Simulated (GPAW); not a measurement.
## Optical response of Ti2B

Aim: the dielectric function of Ti2B, and the optical constants that follow from it.

Program: GPAW 26.7.0. Level of theory: DFT, PBE, plane-wave PAW (GPAW data sets), scalar-relativistic, RPA, optical limit. Results are calculated unless marked as measured.

Report form: the programs' logs are mostly left out.

## (1) Starting point

It takes space group I4/mcm (No. 140, tetragonal). The conventional cell has a = 5.658 Å, b = 5.658 Å, c = 4.737 Å, α = 90.00°, β = 90.00°, γ = 90.00°. Nearest to Ti lie 4 B at 2.42 Å and 1 Ti at 2.63 Å. B has 2 B at 2.37 Å and 8 Ti at 2.42 Å nearest. Farther neighbours are not listed.

## (2) Ground state

First the ground state: is it a metal or has it a gap?

This step: DFT, PBE, plane-wave PAW (GPAW data sets), scalar-relativistic, ground state (GPAW 26.7.0).

gs.py reads:

```python
from ase import Atoms
from ase.dft.bandgap import bandgap
from gpaw import GPAW, PW, FermiDirac

atoms = Atoms(['Ti', 'Ti', 'Ti', 'Ti', 'B', 'B'],
              cell=[[-2.82906900, 2.82906900, 2.36826500],
                    [2.82906900, -2.82906900, 2.36826500],
                    [2.82906900, 2.82906900, -2.36826500]],
              scaled_positions=[[0.16440000, 0.33560000, 0.50000000],
                                [0.83560000, 0.66440000, 0.50000000],
                                [0.33560000, 0.83560000, 0.17120000],
                                [0.66440000, 0.16440000, 0.82880000],
                                [0.25000000, 0.25000000, 0.00000000],
                                [0.75000000, 0.75000000, 0.00000000]],
              pbc=[True, True, True])
atoms.calc = GPAW(mode=PW(450), xc='PBE', kpts={'size': (6, 6, 6), 'gamma': True},
                  occupations=FermiDirac(0.05), maxiter=150, txt='gs.txt')
print('energy (eV)', atoms.get_potential_energy())
print('Fermi level (eV)', atoms.calc.get_fermi_level())
print('valence electrons', atoms.calc.get_number_of_electrons())
print('gap (eV)', bandgap(atoms.calc, output=None)[0])
print('direct gap (eV)', bandgap(atoms.calc, direct=True, output=None)[0])
atoms.calc.write('gs.gpw')
```

Started as:

```sh
OMP_NUM_THREADS=1 python gs.py
```

Run time: 42 s. Hardware: 1 thread of Arm Neoverse V2, shared host; peak memory 0.21 GiB.

Read-outs, printed or worked out from the files:

```
energy       : -42.30 eV
Fermi energy : 9.034 eV
electrons    : 54
```

There are states at the Fermi level within the smearing, so the occupations stay smeared and the carriers get a Drude term.

## (3) Bands for the response

At the fixed density, many empty bands are solved on the mesh of the response, since the spectrum sums over them.

This step: DFT, PBE, plane-wave PAW (GPAW data sets), scalar-relativistic, bands at fixed density (GPAW 26.7.0).

nscf.py reads:

```python
from ase.dft.bandgap import bandgap
from gpaw import GPAW, FermiDirac

calc = GPAW('gs.gpw').fixed_density(kpts={'size': (10, 10, 10), 'gamma': True}, nbands=67, convergence={'bands': 61},
                                    occupations=FermiDirac(0.05), txt='nscf.txt')
print('gap (eV)', bandgap(calc, output=None)[0])
print('direct gap (eV)', bandgap(calc, direct=True, output=None)[0])
calc.write('full.gpw', mode='all')
```

Started as:

```sh
OMP_NUM_THREADS=1 python nscf.py
```

Wall time 5.3 min (1 thread); peak memory 0.5 GiB.

## (4) Dielectric function, RPA

Local fields let the induced charge screen the field inside the cell, which as a rule lowers ε, most along directions where the density is uneven.

This step: DFT, PBE, plane-wave PAW (GPAW data sets), scalar-relativistic, RPA, optical limit (GPAW 26.7.0).

df.py reads:

```python
from gpaw.response.df import DielectricFunction

df = DielectricFunction('full.gpw', frequencies={'type': 'nonlinear', 'domega0': 0.03, 'omega2': 8},
                        ecut=50,
                        eta=0.05,
                        nbands=61,
                        rate=0.03,
                        txt='df.txt')
for direction in ['x', 'z']:
    df.get_dielectric_function(xc='RPA', direction=direction, filename=f'df_{direction}.csv')
```

Started as:

```sh
OMP_NUM_THREADS=1 python df.py
```

It took 89 s on 1 thread; peak memory 0.39 GiB.

Read-outs, printed or worked out from the files:

| Item | Value |
| --- | --- |
| centre of weight of the strongest loss peak in the window | 20.12 eV |

The Im ε has structure finer than the step of the table below, so its rows give means over 1 eV, whole bins alone (the curve runs from 0.305 to 25.0 eV). Peaks (eV: height): E ∥ x 0.5: 72.5; E ∥ z 1.8: 18.5, 4.4: 13.0, 6.0: 11.5.

Sum at mesh points, not converged in k. The Im ε by photon energy; means over each step:

```
photon energy (eV)  E ∥ x   E ∥ z
                 1   29.9    24.1
                 2   16.2    13.6
                 3   12.3    11.2
                 4   11.2    11.4
                 5   10.5    9.76
                 6   7.56    8.31
                 7   4.42    6.97
                 8   3.95    3.57
                 9   2.17    1.91
                10   3.00    2.93
                11   2.81    2.35
                12   2.47    2.09
                13   1.65    1.56
                14   1.46    1.32
                15   1.20    1.04
                16  0.914   0.644
                17  0.598   0.513
                18  0.418   0.456
                19  0.330   0.272
                20  0.281   0.267
                21  0.197   0.193
                22  0.194   0.133
                23  0.268  0.0897
                24  0.123  0.0631
```

Values under 1 per cm are given as 1; sum at mesh points, not converged in k. The absorption coefficient by photon energy:

```csv
photon energy (eV),E ∥ x (1/cm),E ∥ z (1/cm)
0.492,3.5e5,5.5e5
1.010,4.4e5,5.5e5
1.486,4.0e5,4.1e5
1.985,5.2e5,5.4e5
2.508,6.5e5,6.1e5
3.018,7.1e5,7.0e5
3.510,7.9e5,7.2e5
3.980,9.3e5,8.9e5
4.516,1.0e6,1.1e6
4.981,1.2e6,1.3e6
5.515,1.3e6,1.1e6
6.021,1.5e6,1.6e6
6.494,1.4e6,1.4e6
6.985,1.3e6,1.7e6
7.496,1.4e6,1.9e6
8.026,1.5e6,1.6e6
8.516,1.5e6,1.6e6
9.023,1.2e6,1.3e6
9.483,1.0e6,1.0e6
10.026,1.4e6,1.5e6
10.519,1.5e6,1.5e6
11.029,1.5e6,1.5e6
11.479,1.6e6,1.6e6
12.023,1.8e6,1.6e6
12.504,1.6e6,1.6e6
13.000,1.7e6,1.6e6
13.512,1.5e6,1.6e6
14.040,1.6e6,1.6e6
14.493,1.6e6,1.6e6
14.960,1.6e6,1.8e6
15.536,1.6e6,1.5e6
16.031,1.7e6,1.5e6
16.541,1.5e6,1.3e6
16.959,1.4e6,1.2e6
17.496,1.3e6,1.1e6
18.049,1.2e6,1.3e6
18.504,1.0e6,1.0e6
18.969,8.5e5,7.9e5
19.447,7.9e5,7.8e5
20.061,6.9e5,6.8e5
20.438,6.6e5,6.5e5
20.953,4.7e5,5.0e5
21.482,3.8e5,3.6e5
22.024,3.4e5,2.7e5
22.440,4.3e5,2.8e5
23.009,6.1e5,1.9e5
23.446,4.3e5,1.4e5
24.042,2.2e5,1.2e5
24.500,1.8e5,96395
```

Sum at mesh points, not converged in k. The Im ε, E ∥ x by photon energy; read off at these points:

```
photon energy (eV)  without local fields  with local fields
               0.5                  70.5               69.5
               1.0                  24.6               24.4
               1.5                  17.2               16.4
               2.0                  16.9               16.2
               2.5                  15.5               15.2
               3.0                  12.8               12.7
               3.5                  11.9               11.8
               4.0                  11.8               12.0
               4.5                  11.0               11.3
               5.0                  9.42               9.87
               5.5                  9.64               9.53
               6.0                  7.74               7.62
               6.5                  4.59               4.58
               7.0                  4.50               4.58
               7.5                  4.18               4.23
               8.0                  4.79               4.20
               8.5                  3.11               3.09
               9.0                  2.08               2.03
               9.5                  2.08               2.06
              10.0                  3.21               3.32
              10.5                  2.90               2.97
              11.0                  2.76               2.79
              11.5                  2.78               2.76
              12.0                  2.72               2.73
              12.5                  1.73               1.73
              13.0                  1.73               1.71
              13.5                  1.58               1.54
              14.0                  1.46               1.52
              14.5                  1.25               1.31
              15.0                  1.17               1.19
              15.5                  1.12               1.10
              16.0                 0.799              0.973
              16.5                 0.548              0.715
              17.0                 0.469              0.552
              17.5                 0.448              0.514
              18.0                 0.386              0.425
              18.5                 0.348              0.387
              19.0                 0.289              0.313
              19.5                 0.293              0.308
              20.0                 0.243              0.274
              20.5                 0.197              0.231
              21.0                 0.180              0.201
              21.5                 0.129              0.173
              22.0                 0.114              0.183
              22.5                0.0851              0.245
              23.0                0.0625              0.312
              23.5                0.0639              0.180
              24.0                0.0573              0.112
              24.5                0.0732             0.0938
```

The loss function −Im 1/ε at q → 0 has structure finer than the step of the table below, so its rows give means over 1 eV, whole bins alone (the curve runs from 0.305 to 25.0 eV). Peaks (eV: height): E ∥ x 20.6: 4.27, 23.3: 2.01; E ∥ z 17.4: 1.74, 19.8: 4.02, 20.7: 4.39.

Sum at mesh points, not converged in k. Loss function −Im 1/ε at q → 0 against energy loss; means over each step:

```csv
energy loss (eV),E ∥ x,E ∥ z
1,0.0365,0.0273
2,0.0604,0.0735
3,0.0798,0.0882
4,0.0878,0.0846
5,0.0943,0.101
6,0.106,0.117
7,0.183,0.116
8,0.203,0.139
9,0.355,0.323
10,0.333,0.308
11,0.332,0.347
12,0.318,0.362
13,0.438,0.431
14,0.515,0.540
15,0.598,0.509
16,0.659,0.786
17,0.971,1.31
18,1.59,1.44
19,2.73,3.26
20,3.52,3.65
21,3.11,3.70
22,1.42,1.83
23,1.59,0.836
24,0.952,0.341
```

The reflectivity at normal incidence has structure finer than the step of the table below, so its rows give means over 1 eV, whole bins alone (the curve runs from 0.305 to 25.0 eV). Peaks (eV: height): E ∥ x 6.2: 56.2, 8.7: 49.8, 12.3: 44.8, 16.1: 45.0; E ∥ z 4.9: 50.3, 8.3: 59.2, 13.0: 43.0, 16.0: 52.2, 18.3: 52.9.

Sum at mesh points, not converged in k. Reflectivity at normal incidence against photon energy; means over each step:

```
photon energy (eV)  E ∥ x (%)  E ∥ z (%)
                 1       64.5       77.4
                 2       47.7       47.1
                 3       42.9       41.6
                 4       42.1       41.1
                 5       45.0       45.9
                 6       51.8       42.6
                 7       43.2       49.3
                 8       41.9       56.4
                 9       37.8       43.9
                10       26.1       32.8
                11       30.5       35.4
                12       37.3       37.2
                13       37.2       39.2
                14       34.8       36.1
                15       35.7       44.7
                16       40.4       45.0
                17       41.5       38.3
                18       40.2       40.8
                19       32.2       33.6
                20       24.5       23.9
                21       16.5       19.5
                22       7.91       11.6
                23       8.13       7.67
                24       6.86       4.41
```

Optical constants at common wavelengths, from n + ik = √ε:

```
wavelength (nm)   n x    k x  R (%) x   1/α x   n z    k z  R (%) z   1/α z
           1064  2.74  3.449     57.7   25 nm  1.70  4.324     73.8   20 nm
            633  3.10  2.627     47.7   19 nm  2.42  2.798     50.4   18 nm
            532  2.92  2.573     46.9   16 nm  2.83  2.398     44.6   18 nm
            450  2.57  2.351     43.7   15 nm  2.73  2.428     44.9   15 nm
            405  2.67  2.355     43.8   14 nm  2.50  2.306     43.1   14 nm
            248  2.03  2.435     46.3  8.1 nm  1.89  2.509     48.4  7.9 nm
            193  1.10  2.162     51.6  7.1 nm  1.59  2.267     46.3  6.8 nm
```

In reflection the computed colour is light grey: x = 0.319, y = 0.333, luminous reflectivity 46 %.

## (5) What came out

| Quantity | Value |
| --- | --- |
| centre of weight of the strongest loss peak in the window, first axis | 20.1 eV |

**Reading.** At this level (PBE, RPA) Ti2B is a metal. The mesh is too coarse to trust the carriers' weight, the reflectivity or the colour to better than tens of per cent. In reflection the computed colour is light grey: x = 0.319, y = 0.333, luminous reflectivity 46 %. The carriers' damping of 0.03 eV is typed, not computed; it shapes the response at the lowest energies. In this version of GPAW the matrix elements of the optical limit are incomplete, which can lower ε − 1 by up to a tenth where first-row anions or d states rule, and shift it by more in d metals. GPAW's carrier term has the form −ωp²/(ω + i·rate)², which damps like twice the rate and fails at low energy, so the curves leave the lowest energies out. The sum runs over mesh points 0.17 Å⁻¹ apart with no interpolation, so peaks are partly noise of the mesh, and the Drude plasma energy, a sum over the Fermi surface, isn't converged.

[Machine, clock and banner lines and Python warnings are left out of the logs.]

[Logs are printed without paths, hosts, clocks, repeated set-up lines and the standing remarks that a program may print on its own settings, such as how far it seeks lower states.]

[Hosts, paths, dates, database ids (printed as entryN), source tags and the programs' standing remarks are cut or masked in the printed files.]
